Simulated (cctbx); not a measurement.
# Li4Mn3CoS8 with cctbx, script by script

Library: cctbx 2025.11. The data are simulated by the first script.

## 1. Simulate the data

run.py:

```python
from cctbx import adptbx, crystal, miller, sgtbx, xray
from cctbx.array_family import flex
from iotbx.shelx import hklf
from scitbx import matrix
import scitbx.random

cs = crystal.symmetry(unit_cell=(6.11, 6.221, 7.547, 102.3, 93.67, 101.65), space_group_symbol='Hall: -P 1')  # P-1
atoms = [  # label, site, U (iso, or U11 U22 U33 U12 U13 U23 in A^2), occupancy
    ("Co1", (0, 0, 0), 0.0096, 1),
    ("Mn1", (0.4903, 0.0082, 0.7619), 0.0116, 1),
    ("Mn2", (0, 0, 0.5), 0.0091, 1),
    ("S1", (0.6397, 0.7728, 0.4307), 0.0134, 1),
    ("S2", (0.6489, 0.776, 0.9291), 0.0111, 1),
    ("S3", (0.132, 0.7848, 0.6985), 0.0136, 1),
    ("S4", (0.1613, 0.7776, 0.1914), 0.0132, 1),
    ("Li1", (0.2573, 0.4842, 0.3536), 0.0150, 1),
    ("Li2", (0.2389, 0.506, 0.8867), 0.0196, 1),
]
xs = xray.structure(crystal_symmetry=cs)
for label, site, u, occ in atoms:
    u = adptbx.u_cif_as_u_star(cs.unit_cell(), u) if isinstance(u, tuple) else u
    xs.add_scatterer(xray.scatterer(label, site=site, u=u, occupancy=occ))
xs.set_inelastic_form_factors(0.71073, "sasaki")
xs.show_summary()
p1 = xs.expand_to_p1()
ms = miller.build_set(p1, anomalous_flag=True, d_min=0.6)
flex.set_random_seed(822824)
scitbx.random.set_random_seed(822824)
ms = ms.select(flex.random_double(ms.size()) < 0.7)
i = ms.structure_factors_from_scatterers(p1, algorithm="direct").f_calc().as_intensity_array().data()
i = i / flex.sqrt(1 + 0.3 * i / flex.max(i))  # extinction
i = i * 5000 / flex.max(i)
sig = flex.sqrt(i + flex.pow2(0.015 * i) + 4 ** 2)
noise = scitbx.random.variate(scitbx.random.normal_distribution())(i.size())
data = ms.array(data=i + sig * noise, sigmas=sig).set_observation_type_xray_intensity()
with open("data.hkl", "w") as f:
    data.export_as_shelx_hklf(f)
print("reflections written:", data.size(), " <I/sigma> = %.1f" % flex.mean(data.data() / data.sigmas()))
for h, a, b in list(data.sort("data"))[:12]:
    print("%4d%4d%4d %9.1f %7.1f" % (h + (a, b)))
```

```console
$ python run.py
```

```text
Number of scatterers: 9
At special positions: 2
Unit cell: (6.11, 6.221, 7.547, 102.3, 93.67, 101.65)
Space group: P -1 (No. 2)
reflections written: 3691  <I/sigma> = 3.9
  -1   1   2    4951.4   103.2
  -1   2  -2    4702.8    97.1
   1  -2   2    4627.7    97.1
  -2  -1   0    4268.4    90.9
   2   1   0    4169.5    90.9
   0  -1   4    3389.9    77.4
  -3   1  -2    3243.2    72.9
   3  -1   2    3194.9    72.9
  -2   3   0    3192.6    75.1
   2  -3   0    3125.0    75.1
  -3   0   2    3045.3    71.6
   1   2   2    3010.9    72.0
```

It took 0.49 s on 1 thread of Arm Neoverse N1 (shared host), peak memory 0.07 GiB.

## 2. Symmetry

run.py:

```python
from cctbx import crystal, sgtbx, statistics
from cctbx.array_family import flex
from iotbx.shelx import hklf

p1 = crystal.symmetry(unit_cell=(6.11, 6.221, 7.547, 102.3, 93.67, 101.65), space_group_symbol="P 1")
raw = hklf.reader(file_name="data.hkl").as_miller_arrays(crystal_symmetry=p1, anomalous=True)[0]
print(raw.size(), "reflections to d = %.3f A" % raw.d_min())
isig = raw.data() / raw.sigmas()
print("centring   violations  <I/sigma> of those")
best = "P"
for c in "ABCIRF":
    a = raw.customized_copy(space_group_info=sgtbx.space_group_info("Hall: %s 1" % c)).sys_absent_flags().data()
    m = flex.mean(isig.select(a))
    print("%5s %10d of %5d %8.1f" % (c, (isig.select(a) > 4).count(True), a.count(True), m))
    if (isig.select(a) > 4).count(True) < 0.01 * a.count(True):
        best = c
raw = raw.select(~raw.customized_copy(space_group_info=sgtbx.space_group_info("Hall: %s 1" % best)).sys_absent_flags().data())
isig = raw.data() / raw.sigmas()
rows = []
for s in sgtbx.space_group_symbol_iterator():
    g = sgtbx.space_group(s)
    if g.conventional_centring_type_symbol() != best or not g.is_compatible_unit_cell(p1.unit_cell(), 1e-3, 0.02):
        continue
    rows.append((s, g))
print("Laue class    unique    Rint  (classes that these axes allow; Friedel mates merged)")
rint = {}
for s, g in rows:
    laue = g.build_derived_patterson_group()
    key = laue.type().hall_symbol()
    if key not in rint:
        m = raw.customized_copy(space_group_info=laue.info(), anomalous_flag=False).merge_equivalents()
        rint[key] = m.r_int()
        print("%-14s %6d %7.3f" % (laue.type().lookup_symbol(), m.array().size(), m.r_int()))
floor = min(rint.values())
good = [(s, g) for s, g in rows if rint[g.build_derived_patterson_group().type().hall_symbol()] < 2 * floor + 0.03]
top = max(g.build_derived_patterson_group().order_z() for s, g in good)
print("space group    extra absences  I>4sigma  <I/sigma>")
for s, g in good:
    laue = g.build_derived_patterson_group()
    if laue.order_z() != top:
        continue
    a = raw.customized_copy(space_group_info=g.info()).sys_absent_flags().data()
    a &= ~raw.customized_copy(space_group_info=laue.info()).sys_absent_flags().data()
    bad = (isig.select(a) > 4).count(True)
    if bad <= 0.03 * a.count(True):
        print("%-16s %8d %10d %9s  %s" % (s.universal_hermann_mauguin(), a.count(True), bad, "%.1f" % flex.mean(isig.select(a)) if a.count(True) else "-", "centric" if g.is_centric() else "acentric"))
laue = max(good, key=lambda t: t[1].build_derived_patterson_group().order_z())[1].build_derived_patterson_group()
f = raw.customized_copy(space_group_info=laue.info(), anomalous_flag=False).merge_equivalents().array().eliminate_sys_absent().f_sq_as_f()
f.set_observation_type_xray_amplitude()
bins = max(3, min(8, f.size() // 12))
f.setup_binner(n_bins=bins)
w = statistics.wilson_plot(f, {e: n / laue.order_z() for e, n in {'Co': 1.0, 'Mn': 3.0, 'S': 8.0, 'Li': 4.0}.items()}, e_statistics=True)
print("Wilson B = %.2f A^2   <|E^2-1|> = %.3f (0.968 centric, 0.736 acentric)   E^2>4: %.1f %%" % (w.wilson_b, w.mean_e_sq_minus_1, w.percent_e_sq_gt_2))
print("shell (A)         n   <I/sigma>")
m = raw.customized_copy(space_group_info=laue.info(), anomalous_flag=False).merge_equivalents().array().eliminate_sys_absent()
for b in m.setup_binner(n_bins=bins).range_used():
    sel = m.binner().selection(b)
    print("%5.2f - %4.2f %6d %8.1f" % (min(m.binner().bin_d_range(b)[0] if m.binner().bin_d_range(b)[0] > 0 else 99, 99), m.binner().bin_d_range(b)[1], sel.count(True), flex.mean((m.data() / m.sigmas()).select(sel))))
```

```console
$ python run.py
```

```text
3691 reflections to d = 0.600 A
centring   violations  <I/sigma> of those
    A        497 of  1850      3.9
    B        502 of  1848      3.9
    C        497 of  1840      3.9
    I        495 of  1862      3.9
    R        654 of  2484      3.9
    F        748 of  2769      3.9
Laue class    unique    Rint  (classes that these axes allow; Friedel mates merged)
P -1             2389   0.053
space group    extra absences  I>4sigma  <I/sigma>
P 1                     0          0         -  acentric
P -1                    0          0         -  centric
Wilson B = 0.75 A^2   <|E^2-1|> = 1.295 (0.968 centric, 0.736 acentric)   E^2>4: 9.9 %
shell (A)         n   <I/sigma>
 7.33 - 1.20    299      7.6
 1.20 - 0.95    300      5.9
 0.95 - 0.83    307      5.3
 0.83 - 0.76    288      3.9
 0.76 - 0.70    307      4.2
 0.70 - 0.66    290      3.9
 0.66 - 0.63    286      2.9
 0.63 - 0.60    312      2.8
```

Time: 0.45 s.

## 3. Charge flipping

run.py:

```python
import itertools
from cctbx import crystal, maptbx
from cctbx.array_family import flex
from iotbx.shelx import hklf
from smtbx.ab_initio import charge_flipping as cf

cs = crystal.symmetry(unit_cell=(6.11, 6.221, 7.547, 102.3, 93.67, 101.65), space_group_symbol='Hall: -P 1')  # P-1
raw = hklf.reader(file_name="data.hkl").as_miller_arrays(crystal_symmetry=cs, anomalous=True)[0]
merged = raw.eliminate_sys_absent().merge_equivalents()
fo2 = merged.array().set_observation_type_xray_intensity()
f = fo2.average_bijvoet_mates().f_sq_as_f().resolution_filter(d_min=0.8)
p1 = f.expand_to_p1()
p1.setup_binner_counting_sorted(reflections_per_bin=max(40, p1.size() // 12))
work = p1.array(data=p1.data() / p1.amplitude_quasi_normalisations().data())
flex.set_random_seed(43714)
it = cf.weak_reflection_improved_iterator(delta=None, weak_reflection_fraction=0.2)
it.start(work, phases=flex.random_double(p1.size()) * 6.2832, f_000=0)
it.delta = 1 * it.rho_map.sigma()
print("cycle      R  skewness")
for n, st in enumerate(itertools.islice(it, 150)):
    if n % 12 == 0:
        print("%5d %6.3f %8.2f" % (n, st.r1_factor(), st.rho_map.skewness()))
rho = p1.phase_transfer(it.f_calc).fft_map().apply_volume_scaling()
polish = cf.low_density_elimination_iterator(constant_rho_c=rho.sigma())
polish.start(f_obs=p1, phases=it.f_calc, f_000=0)
for _ in range(8):
    next(polish)
print("origin shift          correlation  skewness")
maps = []
for fc, shift, cc in itertools.islice(cf.f_calc_symmetrisations(f, polish.f_calc, 0), 4):
    m = f.phase_transfer(fc).fft_map(symmetry_flags=maptbx.use_space_group_symmetry, resolution_factor=0.25).apply_sigma_scaling()
    maps.append((m.skewness(), cc, m))
    print("%6.3f %6.3f %6.3f %10.3f %9.2f" % (tuple(shift) + (cc, m.skewness())))
skew, cc, m = max((t for t in maps if t[1] > maps[0][1] - 0.04), key=lambda t: t[0])
print("taken: symmetry correlation %.3f, skewness %.2f" % (cc, skew))
peaks = m.peak_search(parameters=maptbx.peak_search_parameters(min_distance_sym_equiv=0.9, max_clusters=14)).all()
sps = cs.special_position_settings(min_distance_sym_equiv=0.5)
print("peak      x       y       z  mult  height/sigma")
for k, (x, h) in enumerate(zip(peaks.sites(), peaks.heights())):
    ss = sps.site_symmetry(x)
    print("Q%-3d %7.4f %7.4f %7.4f %4d %8.1f" % ((k + 1,) + tuple(t % 1 for t in ss.exact_site()) + (ss.multiplicity(), h)))
```

```console
$ python run.py
```

```text
cycle      R  skewness
    0  0.703     0.22
   12  0.596     1.38
   24  0.584     1.52
   36  0.588     1.63
   48  0.586     1.71
   60  0.587     1.72
   72  0.598     1.77
   84  0.586     1.70
   96  0.573     1.76
  108  0.583     1.81
  120  0.597     1.80
  132  0.589     1.76
  144  0.606     1.66
origin shift          correlation  skewness
 0.000 -0.010  0.430      0.940      2.49
 0.164  0.250  0.401      0.934      2.38
 0.327  0.378  0.399      0.936      2.30
 0.250 -0.010  0.305      0.940      2.47
taken: symmetry correlation 0.940, skewness 2.49
peak      x       y       z  mult  height/sigma
Q1    0.4327  0.1100  0.1438    2      9.8
Q2    0.4271  0.1159  0.6592    2      9.0
Q3    0.0711  0.8699  0.0694    2      8.6
Q4    0.0620  0.8863  0.5832    2      8.3
Q5    0.2594  0.9891  0.1181    2      4.0
Q6    0.3707  0.7878  0.8265    2      3.9
Q7    0.1365  0.2071  0.4221    2      3.5
Q8    0.1151  0.8183  0.6810    2      3.4
Q9    0.2776  0.9755  0.6025    2      3.2
Q10   0.3513  0.8004  0.3403    2      3.1
Q11   0.2962  0.6015  0.8477    2      3.0
Q12   0.1186  0.8196  0.1675    2      3.0
Q13   0.0000  0.0000  0.0000    1      3.0
Q14   0.1251  0.7579  0.4189    2      2.9
```

Time: 0.54 s.

## 4. Refinement (model from the peaks)

run.py:

```python
import math
from cctbx import adptbx, crystal, maptbx, sgtbx, xray
from cctbx.array_family import flex
from cctbx.xray import observations
from iotbx.shelx import hklf
from scitbx.lstbx import normal_eqns_solving
from smtbx import absolute_structure, utils
from smtbx.refinement import constraints, least_squares

cs = crystal.symmetry(unit_cell=(6.11, 6.221, 7.547, 102.3, 93.67, 101.65), space_group_symbol='Hall: -P 1')  # P-1
atoms = [  # label, site, U (iso, or U11 U22 U33 U12 U13 U23 in A^2), occupancy
    ("S1", (0.4327, 0.11, 0.1438), 0.0200, 1),
    ("Mn1", (0.4271, 0.1159, 0.6592), 0.0200, 1),
    ("S2", (0.0711, 0.8699, 0.0694), 0.0200, 1),
    ("S3", (0.062, 0.8863, 0.5832), 0.0200, 1),
    ("S4", (0.2594, 0.9891, 0.1181), 0.0200, 1),
    ("Li1", (0.3707, 0.7878, 0.8265), 0.0200, 1),
    ("Li2", (0.1365, 0.2071, 0.4221), 0.0200, 1),
]
xs = xray.structure(crystal_symmetry=cs)
for label, site, u, occ in atoms:
    u = adptbx.u_cif_as_u_star(cs.unit_cell(), u) if isinstance(u, tuple) else u
    xs.add_scatterer(xray.scatterer(label, site=site, u=u, occupancy=occ))
xs.set_inelastic_form_factors(0.71073, "sasaki")
raw = hklf.reader(file_name="data.hkl").as_miller_arrays(crystal_symmetry=cs, anomalous=True)[0]
merged = raw.eliminate_sys_absent().merge_equivalents()
fo2 = merged.array().set_observation_type_xray_intensity()
print("Rint %.3f, %d unique reflections to %.2f A" % (merged.r_int(), fo2.size(), fo2.d_min()))
for sc in xs.scatterers():
    sc.flags.set_grad_site(True)
    sc.flags.set_grad_u_aniso(sc.flags.use_u_aniso())
    sc.flags.set_grad_u_iso(sc.flags.use_u_iso())
obs = fo2.as_xray_observations()
extra = {}
rep = constraints.reparametrisation(xs, [], utils.connectivity_table(xs), **extra)
ls = least_squares.crystallographic_ls(obs, rep, weighting_scheme=least_squares.mainstream_shelx_weighting(a=0, b=0))
print("cycle     R1     wR2    GooF  max shift (A)")
for cycle in range(6):
    ls.build_up()
    r1, wr2, goof = ls.r1_factor(cutoff_factor=2)[0], ls.wR2(), ls.goof()
    old = xs.sites_cart()
    normal_eqns_solving.levenberg_marquardt_iterations(ls, n_max_iterations=3, tau=0.0001, step_threshold=1e-7)
    big = flex.max((xs.sites_cart() - old).norms())
    print("%4d %7.4f %7.4f %7.3f %9.5f" % (cycle + 1, r1, wr2, goof, big))
    ls.build_up(objective_only=True)
    if abs(ls.wR2() - wr2) < 5e-5 and big < 5e-4:
        break
ls.build_up()
print("final R1 %.4f wR2 %.4f GooF %.3f  parameters %d  data/parameter %.1f" % (ls.r1_factor(cutoff_factor=2)[0], ls.wR2(), ls.goof(), ls.n_parameters, fo2.size() / ls.n_parameters))
cov = ls.covariance_matrix_and_annotations()
su = dict(zip(cov.annotations, (math.sqrt(max(v, 0)) for v in cov.matrix.matrix_packed_u_diagonal())))
a2 = cs.unit_cell().reciprocal_parameters()[0] ** -2
print("atom        x        y        z      Ueq    occ   su(xyz)  su(Uiso or U11)")
for sc in xs.scatterers():
    s = max(su.get(sc.label + k, 0) for k in (".x", ".y", ".z"))
    npd = "" if sc.is_positive_definite_u(cs.unit_cell()) else "  NPD"
    print("%-5s %8.5f %8.5f %8.5f %8.4f %6.3f %8.5f %7.4f%s" % ((sc.label,) + sc.site + (sc.u_iso_or_equiv(cs.unit_cell()), sc.occupancy, s, su.get(sc.label + ".uiso", su.get(sc.label + ".u11", 0) * a2), npd)))
fo = fo2.f_sq_as_f()
fc = fo.structure_factors_from_scatterers(xs, algorithm="direct").f_calc()
diff = fo.f_obs_minus_f_calc(1 / math.sqrt(ls.scale_factor()), fc).average_bijvoet_mates()
m = diff.fft_map(symmetry_flags=maptbx.use_space_group_symmetry, resolution_factor=0.25).apply_volume_scaling()
print("difference map: max %.2f min %.2f rms %.2f" % (m.statistics().max(), m.statistics().min(), m.statistics().sigma()))
peaks = m.peak_search(parameters=maptbx.peak_search_parameters(min_distance_sym_equiv=0.6, max_clusters=7)).all()
near = xs.closest_distances(peaks.sites(), distance_cutoff=4)
sps = cs.special_position_settings(min_distance_sym_equiv=0.5)
for k, (x, h) in enumerate(zip(peaks.sites(), peaks.heights())):
    ss = sps.site_symmetry(x)
    print("Q%-3d %7.4f %7.4f %7.4f %4d %7.2f  %.2f A from %s" % ((k + 1,) + tuple(t % 1 for t in ss.exact_site()) + (ss.multiplicity(), h, near.smallest_distances[k], xs.scatterers()[near.i_seqs[k]].label)))
```

```console
$ python run.py
```

```text
Rint 0.053, 2389 unique reflections to 0.60 A
cycle     R1     wR2    GooF  max shift (A)
   1  0.5448  0.8513   7.875   0.26717
   2  0.2849  0.5923   5.479   0.44613
   3  0.2711  0.5606   5.186   0.90853
   4  0.2689  0.5569   5.152   0.55945
   5  0.2686  0.5566   5.149   0.77236
   6  0.2679  0.5536   5.121   0.17795
final R1 0.2694 wR2 0.5580 GooF 5.162  parameters 28  data/parameter 85.3
atom        x        y        z      Ueq    occ   su(xyz)  su(Uiso or U11)
S1     0.43408  0.10477  0.14809   0.0001  1.000  0.00096  0.0009
Mn1    0.42100  0.11207  0.65701   0.0157  1.000  0.00093  0.0011
S2     0.08135  0.88256  0.08274   0.0006  1.000  0.00090  0.0009
S3     0.06565  0.89267  0.59613   0.0089  1.000  0.00120  0.0012
S4     0.16125  0.99286  0.14062   1.0000  1.000  0.07438  0.2148
Li1    0.42034  0.77210  0.82817   0.1695  1.000  0.04413  0.0926
Li2    0.26624  0.33814  0.43544   0.3156  1.000  0.07450  0.2265
difference map: max 31.82 min -5.12 rms 1.77
Q1    0.2165  0.6595  0.2748    2   32.47  2.34 A from Mn1
Q2    0.2111  0.6657  0.7771    2   31.10  1.31 A from Li1
Q3    0.2951  0.3323  0.4600    2   25.39  0.26 A from Li2
Q4    0.2662  0.3313  0.9642    2   24.13  2.23 A from S2
Q5    0.4334  0.1132  0.1470    2   15.04  0.06 A from S1
Q6    0.0845  0.8844  0.0873    2   15.00  0.04 A from S2
Q7    0.4240  0.1148  0.6538    2   13.20  0.04 A from Mn1
```

Time: 1 s.

Figures of merit this high mean that the model is still wrong or incomplete.

## 5. Charge flipping

run.py, as its changes from the last script of this kind:

```diff
@@ -13,3 +13,2 @@
-p1.setup_binner_counting_sorted(reflections_per_bin=max(40, p1.size() // 12))
-work = p1.array(data=p1.data() / p1.amplitude_quasi_normalisations().data())
-flex.set_random_seed(43714)
+work = p1
+flex.set_random_seed(43715)
@@ -20,2 +19,2 @@
-for n, st in enumerate(itertools.islice(it, 150)):
-    if n % 12 == 0:
+for n, st in enumerate(itertools.islice(it, 300)):
+    if n % 25 == 0:
```

```console
$ python run.py
```

```text
cycle      R  skewness
    0  0.707     0.32
   25  0.491     3.84
   50  0.467     3.46
   75  0.491     3.35
  100  0.482     3.30
  125  0.523     3.27
  150  0.498     3.35
  175  0.506     3.30
  200  0.487     3.38
  225  0.510     3.35
  250  0.497     3.36
  275  0.484     3.27
origin shift          correlation  skewness
 0.046  0.415  0.273      0.951      2.95
 0.296  0.415  0.148      0.951      2.97
 0.296  0.415  0.398      0.951      2.97
 0.046  0.415  0.023      0.951      2.95
taken: symmetry correlation 0.951, skewness 2.97
peak      x       y       z  mult  height/sigma
Q1    0.1961  0.1306  0.7824    2     10.4
Q2    0.1899  0.1265  0.2760    2      9.6
Q3    0.2998  0.8645  0.9727    2      9.4
Q4    0.3129  0.8700  0.4726    2      8.6
Q5    0.4369  0.6253  0.1528    2      5.8
Q6    0.0687  0.3695  0.0866    2      4.9
Q7    0.0514  0.3765  0.5890    2      3.6
Q8    0.4175  0.6253  0.6570    2      3.5
Q9    0.0281  0.7756  0.8915    2      3.0
Q10   0.4666  0.3283  0.0841    2      3.0
Q11   0.0167  0.1215  0.8313    2      2.9
Q12   0.1654  0.6622  0.8708    2      2.8
Q13   0.4648  0.3379  0.5844    2      2.7
Q14   0.0346  0.2433  0.9631    2      2.6
```

Time: 0.68 s.

## 6. Refinement (model from the peaks)

run.py, as its changes from the last script of this kind:

```diff
@@ -12,7 +12,7 @@
-    ("S1", (0.4327, 0.11, 0.1438), 0.0200, 1),
-    ("Mn1", (0.4271, 0.1159, 0.6592), 0.0200, 1),
-    ("S2", (0.0711, 0.8699, 0.0694), 0.0200, 1),
-    ("S3", (0.062, 0.8863, 0.5832), 0.0200, 1),
-    ("S4", (0.2594, 0.9891, 0.1181), 0.0200, 1),
-    ("Li1", (0.3707, 0.7878, 0.8265), 0.0200, 1),
-    ("Li2", (0.1365, 0.2071, 0.4221), 0.0200, 1),
+    ("S1", (0.1961, 0.1306, 0.7824), 0.0200, 1),
+    ("Mn1", (0.1899, 0.1265, 0.276), 0.0200, 1),
+    ("S2", (0.2998, 0.8645, 0.9727), 0.0200, 1),
+    ("S3", (0.3129, 0.87, 0.4726), 0.0200, 1),
+    ("S4", (0.4369, 0.6253, 0.1528), 0.0200, 1),
+    ("Li1", (0.0687, 0.3695, 0.0866), 0.0200, 1),
+    ("Li2", (0.0514, 0.3765, 0.589), 0.0200, 1),
```

```console
$ python run.py
```

```text
Rint 0.053, 2389 unique reflections to 0.60 A
cycle     R1     wR2    GooF  max shift (A)
   1  0.6138  0.8744   8.089   0.37966
   2  0.2494  0.5084   4.703   0.26631
   3  0.2782  0.5607   5.187   0.49231
   4  0.2508  0.5432   5.025   2.19628
   5  0.2528  0.5415   5.009   0.86917
   6  0.2531  0.5325   4.926   0.64441
final R1 0.2533 wR2 0.5296 GooF 4.899  parameters 28  data/parameter 85.3
atom        x        y        z      Ueq    occ   su(xyz)  su(Uiso or U11)
S1     0.16985  0.11417  0.78540   0.0000  1.000  0.00086  0.0007
Mn1    0.18666  0.10563  0.27220   0.0249  1.000  0.00093  0.0014
S2     0.32294  0.89057  0.96684   0.0001  1.000  0.00081  0.0008
S3     0.32295  0.88766  0.46763   0.0001  1.000  0.00081  0.0008
S4     0.47295  0.65627  0.15084   0.0285  1.000  0.00172  0.0017
Li1    0.02664  0.29285  0.10859   0.1362  1.000  0.02750  0.0579
Li2    0.20801  0.18601  0.74626   0.3876  1.000  0.07016  0.1932
difference map: max 26.53 min -9.02 rms 1.65
Q1    0.4487  0.6710  0.6665    2   26.77  2.34 A from Mn1
Q2    0.0347  0.3421  0.1009    2   20.69  0.32 A from Li1
Q3    0.0348  0.3420  0.6038    2   16.74  1.98 A from Li2
Q4    0.3317  0.8697  0.9624    2   15.76  0.15 A from S2
Q5    0.1848  0.0895  0.2546    2   14.35  0.15 A from Mn1
Q6    0.3324  0.8913  0.4594    2   13.10  0.09 A from S3
Q7    0.1713  0.1248  0.8304    2   12.16  0.33 A from S1
```

It took 0.96 s on 1 thread of Arm Neoverse N1 (shared host), peak memory 0.09 GiB.

Figures of merit this high mean that the model is still wrong or incomplete.

[Logs are printed without paths, hosts, clocks, repeated set-up lines and the standing remarks that a program may print on its own settings, such as how far it seeks lower states.]
